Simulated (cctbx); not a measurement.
# What is wrong with this refinement?

Cell a = 7.3680 Å, b = 7.3680 Å, c = 4.3670 Å, α = 90.00°, β = 90.00°, γ = 120.00°; space group P-62m (no. 189).

The data are simulated with cctbx, not measured: Mo Kα, λ = 0.71073 Å, to d = 0.84 Å, 50 % of the full sphere, strongest reflection 40000 counts, noise from counting, a 1.5 % proportional error and a noise floor of 4 counts (s.d.); no absorption.

An anisotropic refinement with weights 1/σ² prints:

```text
Rint 0.018, 161 unique reflections to 0.84 A
cycle     R1     wR2    GooF  max shift (A)
   1  0.1538  0.3418  24.191   0.02696
   2  0.1320  0.2978  21.076   0.00047
final R1 0.1320 wR2 0.2978 GooF 21.075  parameters 10  data/parameter 16.1
atom        x        y        z      Ueq    occ   su(xyz)  su(Uiso or U11)
Tl1    0.23663  0.00000  0.50000   0.0073  1.000  0.00097  0.0029  NPD
Er1    0.57281  0.00000  0.00000   0.0095  1.000  0.00129  0.0036
Ru1    0.33333  0.66667  0.50000   0.0193  1.000  0.00000  0.0079  NPD
difference map: max 62.56 min -11.42 rms 2.99
Q1    0.0000  0.0000  0.0000    1   62.58  2.79 A from Tl1
Q2    0.3333  0.6667  0.5000    2   15.41  0.00 A from Ru1
Q3    0.0000  0.4286  0.0000    3   14.97  1.06 A from Er1
Q4    0.2507  0.5802  0.5000    6   12.30  0.62 A from Ru1
Q5    0.0000  0.7536  0.0000    3   12.14  1.33 A from Er1
Q6    0.0000  0.5700  0.0000    3   11.17  0.02 A from Er1
```

Q: Accept it or mend it, and why?

Mend it. The fault: an atom left out, Ru at (0, 0, 0). Against the right model at the same level, R1 goes from 0.0063 to 0.1320 and GooF from 0.92 to 21.07, the top difference peak, 62.6 e/Å³, lies 2.79 Å from Tl1 and Tl1 and Ru1 go non-positive-definite. Q1 is the missing atom. With scattering power missing, scale and phases suffer, so peaks may also grow on the heavy atoms.

The compound is ErTlRu. The right model at the same level gives:

```text
Rint 0.018, 161 unique reflections to 0.84 A
cycle     R1     wR2    GooF  max shift (A)
   1  0.0120  0.0289   2.057   0.00112
   2  0.0063  0.0129   0.921   0.00000
final R1 0.0063 wR2 0.0129 GooF 0.921  parameters 12  data/parameter 13.4
atom        x        y        z      Ueq    occ   su(xyz)  su(Uiso or U11)
Tl1    0.24029  0.00000  0.50000   0.0092  1.000  0.00004  0.0001
Er1    0.57185  0.00000  0.00000   0.0120  1.000  0.00005  0.0001
Ru1    0.33333  0.66667  0.50000   0.0125  1.000  0.00000  0.0002
Ru2    0.00000  0.00000  0.00000   0.0136  1.000  0.00000  0.0003
Flack x: -0.008(5)
Hooft y: 0.007(8)  Bijvoet pairs: 61
difference map: max 0.26 min -0.37 rms 0.10
Q1    0.0000  0.4458  0.0904    6    0.27  1.01 A from Er1
Q2    0.0000  0.7734  0.5000    3    0.23  1.72 A from Tl1
Q3    0.2076  0.7521  0.3265   12    0.22  1.55 A from Ru1
Q4    0.1938  0.5704  0.4219   12    0.22  0.97 A from Ru1
Q5    0.0700  0.7975  0.2645   12    0.22  1.73 A from Tl1
Q6    0.0000  0.3658  0.5000    3    0.21  0.92 A from Tl1
```

Isotropic U is held between 0.0001 and 1 Å² by the program, and listed peak heights are interpolated, so they can pass the grid's maximum.

The model is made up (kin elements in a known structure type, no relaxation), so it says nothing on whether the phase exists.

[Middle refinement cycles are left out of these outputs.]

[Logs are printed without paths, hosts, clocks, repeated set-up lines and the standing remarks that a program may print on its own settings, such as how far it seeks lower states.]
